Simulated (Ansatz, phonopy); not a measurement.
# AlIn (hypothetical, Fm-3m): a volume series of phonon spectra, part 2 of 2

Aim: how the vibrations of AlIn (hypothetical) shift with volume, and the expansion that follows. The crystal structure is hypothetical: it was made by swapping elements on a known structure type.

Ansatz 0.2.0; DFT PBE, scalar-relativistic, plane waves, PAW.

So far. Step 12 (A cell at another volume, V/V0 1.03): The run ends at a pressure of -1.18 GPa. Step 13 (Phonons, V/V0 1.03): The lowest solved frequency is -44.9 cm⁻¹, so the cell is unstable here and gives no valid free energy. The highest zone-centre mode (no LO–TO term) moved by -5.3 % for a volume change of +3.0 %.

## 14. A cell at another volume, V/V0 0.97

The cell differs from the one that the last finished run ended in (a 4.141 → 4.059 Å, b 4.141 → 4.059 Å, c 4.141 → 4.059 Å).

The input, input.yaml:

```yaml
crystal:
  lattice:
    - [0.0, 2.8700973988, 2.8700973988]
    - [2.8700973988, 0.0, 2.8700973988]
    - [2.8700973988, 2.8700973988, 0.0]
  atoms:
    - { symbol: Al, position: [0.5, 0.5, 0.5] }
    - { symbol: In, position: [0.0, 0.0, 0.0] }
kpoints:
  mp_grid: { grid: [12, 12, 12] }
hamiltonian:
  xc: pbe
scf:
  occupations: { method: methfessel_paxton, width: 0.15 }
output:
  forces: true
  stress: true
  eigenvalues: true
  write_density: true
  write_potential: true
  elf: true
  volumetric_format: npy
```

Run with:

```
$ ansatz run input.yaml --threads 4 --pin off --max-ram 8192MiB --backend cpu --events-out ev --progress --plain --runs-dir out
```

Wall time 0.97 s (4 threads of Intel Xeon Platinum 8259CL at 2.50GHz (Skylake/Cascade Lake), shared host); peak memory 0.43 GiB.

The run ends at a pressure of 1.41 GPa.

## 15. A run with changed settings

This step: DFT PBE, scalar-relativistic, plane waves, PAW; settings changed (Ansatz 0.2.0).

input.yaml, the sections that differ from step 14:

```yaml
kpoints:
  mp_grid: { grid: [12, 12, 12], shift: [0.5, 0.5, 0.5] }
output:
  forces: true
  eigenvalues: true
  stress: true
basis:
  ecutrho_ratio: 4
# crystal, hamiltonian, scf: as in step 14
```

Elapsed: 1.6 s, on 4 threads; peak memory 0.47 GiB; 5.4 s of CPU time.

Numbers from this step:

```
pressure : 1.384 GPa
```

The run ends at a pressure of 1.38 GPa.

## 16. Lattice dynamics at this volume, V/V0 0.97

This step: DFT PBE, scalar-relativistic, plane waves, PAW (Ansatz 0.2.0).

input.yaml, the sections that differ from step 15:

```yaml
kpoints:
  mp_grid: { grid: [12, 12, 12] }
output:
  eigenvalues: true
phonons:
  method: dfpt
  qmesh: [4, 4, 4]
  temperatures: { t_max: 1000, t_step: 50 }
  qpath:
    path:
      - [[0.0, 0.0, 0.0], [0.5, 0.0, 0.5], [0.625, 0.25, 0.625]]
      - [[0.375, 0.375, 0.75], [0.0, 0.0, 0.0], [0.5, 0.5, 0.5], [0.5, 0.25, 0.75], [0.5, 0.0, 0.5]]
    npoints: 10
# crystal, hamiltonian, scf: as in step 15
# basis: removed
```

Elapsed: 3.3 min, on 4 threads; peak memory 2.5 GiB.

No LO-TO term. The phonon branches at the labelled points (cm⁻¹):

| point | branch 1 | branch 2 | branch 3 | branch 4 | branch 5 | branch 6 |
| --- | --- | --- | --- | --- | --- | --- |
| Γ | 0 | 0 | 0 | 212 | 212 | 212 |
| halfway | -27 | -27 | 82 | 162 | 210 | 210 |
| X | -53 | -39 | -39 | 216 | 216 | 232 |
| halfway | -55 | -33 | -26 | 212 | 212 | 229 |
| U | -58 | 22 | 36 | 198 | 199 | 224 |
| jump to K | -58 | 22 | 36 | 198 | 199 | 224 |
| halfway | -38 | 83 | 87 | 164 | 168 | 217 |
| Γ | 0 | 0 | 0 | 212 | 212 | 212 |
| halfway | 56 | 56 | 61 | 189 | 189 | 192 |
| L | 87 | 87 | 97 | 155 | 155 | 157 |
| halfway | -13 | 19 | 90 | 161 | 199 | 200 |
| W | -54 | -54 | 84 | 154 | 224 | 224 |
| halfway | -57 | -42 | 35 | 192 | 221 | 227 |
| X | -53 | -39 | -39 | 216 | 216 | 232 |

The lowest solved frequency is -54.4 cm⁻¹, so the cell is unstable here and gives no valid free energy. The highest zone-centre mode (no LO–TO term) moved by +5.6 % for a volume change of -3.0 %.

## 17. A cell at another volume, V/V0 1.05

The cell differs from the one that the last finished run ended in (a 4.059 → 4.168 Å, b 4.059 → 4.168 Å, c 4.059 → 4.168 Å).

input.yaml, the sections that differ from step 16:

```yaml
crystal:
  lattice:
    - [0.0, 2.9469254994, 2.9469254994]
    - [2.9469254994, 0.0, 2.9469254994]
    - [2.9469254994, 2.9469254994, 0.0]
  atoms:
    - { symbol: Al, position: [0.5, 0.5, 0.5] }
    - { symbol: In, position: [0.0, 0.0, 0.0] }
output:
  forces: true
  stress: true
  eigenvalues: true
# kpoints, hamiltonian, scf: as in step 16
# phonons: removed
```

Wall time 0.93 s (4 threads); peak memory 0.43 GiB; 2.8 s of CPU time.

The run ends at a pressure of -1.87 GPa.

## 18. Phonons, V/V0 1.05

input.yaml, the sections that differ from step 17:

```yaml
output:
  eigenvalues: true
phonons:
  method: dfpt
  qmesh: [4, 4, 4]
  temperatures: { t_max: 1000, t_step: 50 }
  qpath:
    path:
      - [[0.0, 0.0, 0.0], [0.5, 0.0, 0.5], [0.625, 0.25, 0.625]]
      - [[0.375, 0.375, 0.75], [0.0, 0.0, 0.0], [0.5, 0.5, 0.5], [0.5, 0.25, 0.75], [0.5, 0.0, 0.5]]
    npoints: 10
# crystal, kpoints, hamiltonian, scf: as in step 17
```

Elapsed: 3.4 min, on 4 threads; peak memory 2.7 GiB; 13 min of CPU time.

The lowest solved frequency is -42.0 cm⁻¹, so the cell is unstable here and gives no valid free energy. The highest zone-centre mode (no LO–TO term) moved by -8.6 % for a volume change of +5.0 %.

## 19. How the modes move with volume

This step: DFT PBE, scalar-relativistic, plane waves, PAW (phonopy 4.10.0).

Volume series, by row:

| V/V0 | V (Å³/atom) | pressure (GPa) | E - E0 (meV/atom) | gap (eV) | zero-point energy (meV/atom) | lowest on the path (cm⁻¹) | highest at Gamma without the LO-TO term (cm⁻¹) |
| --- | --- | --- | --- | --- | --- | --- | --- |
| 0.97 | 23.64 | 1.408 | 3.132 | 0 | - | -57.7 | 211.6 |
| 0.985 | 24.01 | 0.665 | 0.764 | 0 | - | -55.01 | 206 |
| 1 | 24.37 | -0.003 | 0 | 0 | - | -52.34 | 200.4 |
| 1.015 | 24.74 | -0.613 | 0.686 | 0 | - | -49.68 | 195 |
| 1.03 | 25.1 | -1.179 | 2.705 | 0 | - | -47.04 | 189.8 |
| 1.05 | 25.59 | -1.873 | 7.343 | 0 | - | -43.59 | 183.2 |

The optical frequency at Gamma without the LO-TO term, mode 4 by V/V0:

| V/V0 | optical frequency at Gamma without the LO-TO term, mode 4 (cm⁻¹) |
| --- | --- |
| 0.9700 | 212 |
| 0.9850 | 206 |
| 1.0000 | 200 |
| 1.0150 | 195 |
| 1.0300 | 190 |
| 1.0500 | 183 |

## 20. What came out

```
lowest frequency over the volumes : -57.7 cm⁻¹
```

In words: Imaginary modes appear at V/V0 = 0.97, 0.985, 1, 1.015, 1.03 and 1.05, so too few stable volumes remain for a free-energy fit. Mode Grüneisen parameters diverge near a vanishing branch and are not given. The softest solved mode at V/V0 = 0.97 is 54i cm⁻¹ at q = (0.25, -0.5, -0.25), and 5 of 8 solved wavevectors carry a mode beyond 8i cm⁻¹. In a metal soft modes also hang on the k-mesh and the smearing, which were not converged here.

[Logs are printed without paths, hosts, clocks, repeated set-up lines and the standing remarks that a program may print on its own settings, such as how far it seeks lower states.]

[Hosts, paths, dates, database ids (printed as entryN), source tags and the programs' standing remarks are cut or masked in the printed files.]

[A step with changed settings may run another functional than the one named; its input shows which.]


